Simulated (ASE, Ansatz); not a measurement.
# Localised basis functions on AlP(110) slab, H on both faces (240 atoms), part 2 of 2

Aim: test how closely localised support functions follow the reference on AlP(110) slab, H on both faces (240 atoms), and at what cost. A setting counts as converged where the r.m.s. difference of forces stays under 1 % of the r.m.s. force.

Ansatz 0.2.0; Kohn-Sham DFT, PBE, PAW (set soft_2), plane waves.

The cell: 72 Al, 72 P and 96 H. Caps of real hydrogen don't mimic the fractional bonds of a polar compound. Beside vacuum, support functions can miss their usual error bounds without a warning. Only the Γ point is sampled, in a cell whose shortest periodic width is 22 Å.

So far: The starting structure; Plane-wave single point.

## (3) Distances and neighbours

These statistics describe the geometry on which the runs were made.

Normalised to the volume that the atoms fill. Pair distribution functions g(r), in bins of 0.2 Å:

| r (Å) | total | H-H | H-Al | H-P | Al-Al | Al-P | P-P |
| --- | --- | --- | --- | --- | --- | --- | --- |
| 1.30 | 0.19 | 0.00 | 0.00 | 0.79 | 0.00 | 0.00 | 0.00 |
| 1.50 | 1.95 | 0.00 | 3.06 | 5.05 | 0.00 | 0.00 | 0.00 |
| 1.70 | 0.41 | 0.00 | 1.69 | 0.00 | 0.00 | 0.00 | 0.00 |
| 1.90 | 0.00 | 0.00 | 0.00 | 0.00 | 0.00 | 0.00 | 0.00 |
| 2.10 | 0.00 | 0.00 | 0.00 | 0.00 | 0.00 | 0.00 | 0.00 |
| 2.30 | 2.30 | 0.00 | 0.00 | 0.00 | 0.00 | 12.83 | 0.00 |
| 2.50 | 0.25 | 0.00 | 0.00 | 0.00 | 0.00 | 1.41 | 0.00 |
| 2.70 | 0.00 | 0.00 | 0.00 | 0.00 | 0.00 | 0.00 | 0.00 |
| 2.90 | 0.03 | 0.17 | 0.00 | 0.00 | 0.00 | 0.00 | 0.00 |
| 3.10 | 1.50 | 3.67 | 3.63 | 0.17 | 0.00 | 0.00 | 0.00 |
| 3.30 | 0.77 | 0.00 | 0.00 | 3.20 | 0.00 | 0.00 | 0.00 |
| 3.50 | 0.01 | 0.06 | 0.00 | 0.00 | 0.00 | 0.00 | 0.00 |
| 3.70 | 0.44 | 2.64 | 0.00 | 0.00 | 0.05 | 0.00 | 0.09 |
| 3.90 | 3.32 | 2.37 | 1.22 | 1.50 | 12.75 | 0.00 | 12.71 |
| 4.10 | 1.29 | 0.00 | 2.53 | 2.84 | 0.00 | 0.00 | 0.00 |
| 4.30 | 0.12 | 0.00 | 0.50 | 0.00 | 0.00 | 0.00 | 0.00 |
| 4.50 | 1.53 | 0.00 | 0.00 | 0.00 | 0.00 | 8.49 | 0.00 |
| 4.70 | 0.23 | 0.00 | 0.53 | 0.43 | 0.00 | 0.02 | 0.00 |
| 4.90 | 0.22 | 0.00 | 0.81 | 0.12 | 0.00 | 0.00 | 0.00 |
| 5.10 | 0.62 | 0.00 | 0.30 | 2.30 | 0.00 | 0.00 | 0.00 |
| 5.30 | 0.28 | 0.04 | 1.15 | 0.00 | 0.00 | 0.00 | 0.02 |
| 5.50 | 0.66 | 1.16 | 0.00 | 0.00 | 2.66 | 0.00 | 2.64 |
| 5.70 | 0.09 | 0.00 | 0.39 | 0.00 | 0.00 | 0.00 | 0.00 |
| 5.90 | 1.09 | 0.00 | 0.68 | 0.94 | 0.00 | 3.92 | 0.00 |
| 6.10 | 0.37 | 0.22 | 0.63 | 0.69 | 0.00 | 0.12 | 0.00 |
| 6.30 | 0.83 | 0.94 | 1.21 | 1.64 | 0.00 | 0.00 | 0.00 |
| 6.50 | 0.44 | 0.87 | 0.85 | 0.41 | 0.00 | 0.00 | 0.00 |
| 6.70 | 1.69 | 1.75 | 0.74 | 0.86 | 5.68 | 0.00 | 5.68 |

Bonds by pair of elements; cutoffs follow the first minimum of g(r), held within bounds set by covalent radii, and pairs that aren't listed don't count as bonded:

| pair A-B | cutoff (Å) | bonds | mean length (Å) | spread (Å) | shortest (Å) | B about A | A about B |
| --- | --- | --- | --- | --- | --- | --- | --- |
| H-Al | 1.98 | 48 | 1.58 | 0.033 | 1.50 | 0.5 | 0.667 |
| H-P | 1.73 | 48 | 1.43 | 0.026 | 1.36 | 0.5 | 0.667 |
| Al-P | 2.83 | 240 | 2.36 | 0.028 | 2.28 | 3.33 | 3.33 |

How many atoms have how many bonded neighbours:

| element | mean | 1 | 4 |
| --- | --- | --- | --- |
| Al | 4 | 0 | 72 |
| H | 1 | 96 | 0 |
| P | 4 | 0 | 72 |

Bond angles (no mean is given where the spread exceeds 20°):

| angle | count | mean (°) | spread (°) |
| --- | --- | --- | --- |
| Al-P-Al | 288 | 110 | 1 |
| P-Al-P | 288 | 110 | 1.1 |
| Al-P-H | 144 | 109 | 1.3 |
| H-Al-P | 144 | 110 | 1.2 |

First main peaks of g(r), for some of the pairs, lie near 3.05 Å (H-H), 1.58 Å (H-Al), 1.43 Å (H-P), 3.86 Å (Al-Al), 2.36 Å (Al-P) and 3.86 Å (P-P). With the cutoffs above, all Al atoms have 4, all H atoms have 1 and all P atoms have 4 bonded neighbours. The Al-P-Al angle averages 110° with a spread of 1.0°.

A closer look about P36, which bears the longest force: 10 atoms, nearest first, numbered in the order of the input, with positions taken from that point.

| atom | x | y | z | distance (Å) | bonds | Löwdin charge (e) | Fx | Fy | Fz (eV/Å) |
| --- | --- | --- | --- | --- | --- | --- | --- | --- | --- |
| P36 | 0.00 | 0.00 | 0.00 | 0.00 | 4 | -0.15 | 0.52 | 0.88 | -1.72 |
| H168 | 0.00 | -0.79 | 1.10 | 1.36 | 1 | 0.08 | -0.02 | -0.89 | 1.17 |
| Al35 | -1.89 | 1.37 | -0.03 | 2.33 | 4 | 0.41 | -0.11 | 0.46 | 0.26 |
| Al33 | 0.01 | -1.36 | -1.95 | 2.38 | 4 | 0.40 | 0.21 | -0.20 | 0.07 |
| Al53 | 1.96 | 1.41 | -0.02 | 2.42 | 4 | 0.41 | -0.37 | -0.06 | 0.70 |
| H167 | -1.91 | 2.28 | 1.25 | 3.22 | 1 | -0.19 | -0.01 | 0.27 | 0.34 |
| H179 | 1.93 | 2.29 | 1.29 | 3.26 | 1 | -0.19 | 0.02 | 0.17 | 0.23 |
| P132 | -3.82 | 0.03 | -0.04 | 3.82 | 4 | -0.15 | -0.10 | -0.55 | 0.17 |
| P16 | -1.89 | -2.70 | -1.95 | 3.83 | 4 | -0.37 | -0.45 | -0.64 | -0.10 |
| P32 | 0.04 | 0.06 | -3.86 | 3.86 | 4 | -0.16 | -0.38 | -0.81 | -0.32 |

The column of bonds counts only the pairs H-Al within 1.98 Å, H-P within 1.73 Å, Al-P within 2.83 Å; other neighbours, such as metal atoms beside each other in a compound, aren't counted, and periodic images can show an atom twice.

## (4) Support functions medium

With localised support functions most steps grow linearly with size, though the diagonalisation grows faster unless the density matrix is cut; this run measures error and cost at this size.

This step: Kohn-Sham DFT, PBE, PAW (set soft_2), localised support functions (medium) (Ansatz 0.2.0).

input.yaml reads:

```yaml
crystal:
  lattice:
    - [23.17755, 0.0, 0.0]
    - [0.0, 21.852, 0.0]
    - [0.0, 0.0, 18.44305]
  atoms:
    [... the 240 atom lines of step 2 ...]
kpoints:
  mp_grid: { grid: [1, 1, 1] }
hamiltonian:
  xc: pbe
scf:
  occupations: { method: gaussian, width: 0.025 }
  eigensolver: { kind: { support_functions: { accuracy: medium } } }
  mixing: { beta: 0.2 }
  max_iter: 150
output:
  forces: true
  eigenvalues: true
```

Command:

```bash
ansatz run input.yaml --threads 8 --pin off --max-ram 15872MiB --backend cpu --events-out ev --progress --plain --runs-dir out
```

Numbers of over 12 decimals in the logs are rounded to 6 here.

Log:

```text
Warning: scf.eigensolver.kind.support_functions: disabling space-group detection — the functions' gradient is summed over unrotated k-points, so no spatial operation reduces the k-mesh or symmetrises the density; time reversal is kept, so that k and −k are solved as one point where they differ and the mesh holds both, and exact exchange and, on two spinor components, a DFT+U term hold to it where the run has them: [...]
settings of this run that can trade accuracy for cost: scf.eigensolver.kind.support_functions [...]
[...]
Crystal: 240 atoms, lattice volume = 9340.959 Å³
Basis set: ecut = 420 eV, 182629 PW (Γ), exchange–correlation on 320×300×250 points (8 copies of the dense FFT grid, shifted against one another)
Bands: 404, of which v1, the nominal top of the filled ones, is band 336 counted from 1 (335 counted from 0)
Symmetry: 1 space group operations
k-points: 1
[...]
SCF iter   1: F=—  HF=-94643.044463 eV  |F-HF|=—  |Δ(HF+E_count)|=         —  Δρ=3.44e-2  dr2=1.22e2  ethr=1.00e-1
[...]
SCF iter  14: F=—  HF=-94689.084798 eV  |F-HF|=—  |Δ(HF+E_count)|=   1.58e-3  Δρ=8.02e-6  dr2=7.21e-6  ethr=8.95e-9  κ⁻¹=2.9e-6(r=7)
SCF iter  15: F=-94689.086109 eV  HF=-94689.086106 eV  |F-HF|=3.03e-6  |Δ(HF+E_count)|=   1.31e-3  Δρ=6.03e-6  dr2=4.14e-6  ethr=1.07e-9
SCF 1 converged in 15 iterations: F = -94689.106279 eV  dr2 = 4.14e-6
[...]
SCF converged after 15 iterations
Stability not checked: this state was not tested for a lower state beside it, because the mixer in use, unlike msr1, does not test its closes by its own steps (another_mixer; see scf.mixing.algorithm and scf.lower_state_search)
Free energy (F): -94689.106279 eV
[...]
Internal energy: -94689.106279 eV  (E = F + TS)
E sigma→0 (E₀):  -94689.106279 eV
Fermi energy:    -0.995570 eV
[...]
Σ components = -94689.106279   (vs F -94689.106279, Δ=0.00e0)
--- Forces (eV/Å), atoms counted from 1 ---
  atom   1  Al    -0.38073079     0.93162284    -0.96909862
  atom   2  P      0.31846646    -0.54037203     0.41954854
  atom   3  Al     0.32421195    -0.31899110    -0.15541470
  atom   4  P      0.57890526    -0.46020682     0.23025710
[...]
atom 240  H     -0.00396240    -0.16732125     0.18118811
  max |Σ_I F_I| component: 2.93e-2 eV/Å
--- Band table (eV) ---
[...]
```

It took 2.3 min on 8 threads of Arm Neoverse V2, shared host; peak memory 7.7 GiB; 18 min of CPU time.

The program notes that the band table was not solved further than the SCF left it and it switched symmetry off.

Keys that differ from the reference: support_functions.accuracy = "medium", scf.max_iter = 150 and scf.mixing.beta = 0.2.

Forces differ from the reference by 1.7 meV/Å r.m.s., 0.43 % of their size, within a tolerance of 1 %; the energy by -1.2 meV/atom.

## (5) The ladder side by side

Each row is set against the plane-wave reference (Kohn-Sham DFT, PBE, PAW (set soft_2), plane waves; r.m.s. force component 0.397 eV/Å). Energies are set beside the reference only for runs with its functional, potentials and electron count. Times are for 8 threads of Arm Neoverse V2, shared host. The reference's time includes the DOS and grids, which some other runs skip.

| run | Δ force, r.m.s. (meV/Å) | share of r.m.s. force (%) | Δ energy (meV/atom) | Δ gap (eV) | cycles | time | host memory (GiB) |
| --- | --- | --- | --- | --- | --- | --- | --- |
| reference | - | - | - | - | 9 | 2.4 min | 12 |
| support functions medium | 1.69 | 0.427 | -1.23 | 0 | 15 | 2.3 min | 7.7 |

## (6) What came out

- free energy per atom: -394.5367 eV/atom
- r.m.s. force component: 0.3967 eV/Å
- gap (highest filled to lowest empty level): 2.59 eV
- potential in mid-vacuum, over the Fermi level: 4.57 eV
- wall time of the 2 DFT runs: 4.7 min

**Reading.** Against plane waves at 420 eV, the forces differ by 1.7 meV/Å (0.43 %) with support functions medium. Differences between support functions and plane waves include what basis error the plane-wave run still has.

Between filled and empty levels lie 2.59 eV (at Γ alone); a semilocal functional tends to put such gaps too low. The potential stands 5.87 eV above the highest filled level over the upper face and 5.86 eV under the lower one, a reading of the ionisation potential at this level. With the cutoffs above, all Al atoms have 4, all H atoms have 1 and all P atoms have 4 bonded neighbours.

Caveats: The geometry was built by rule, was displaced at random and isn't relaxed at this level: its force components are 0.40 eV/Å r.m.s.

[Logs are printed without paths, hosts, clocks, repeated set-up lines and the standing remarks that a program may print on its own settings, such as how far it seeks lower states.]

[Hosts, paths, dates, database ids (printed as entryN), source tags and the programs' standing remarks are cut or masked in the printed files.]
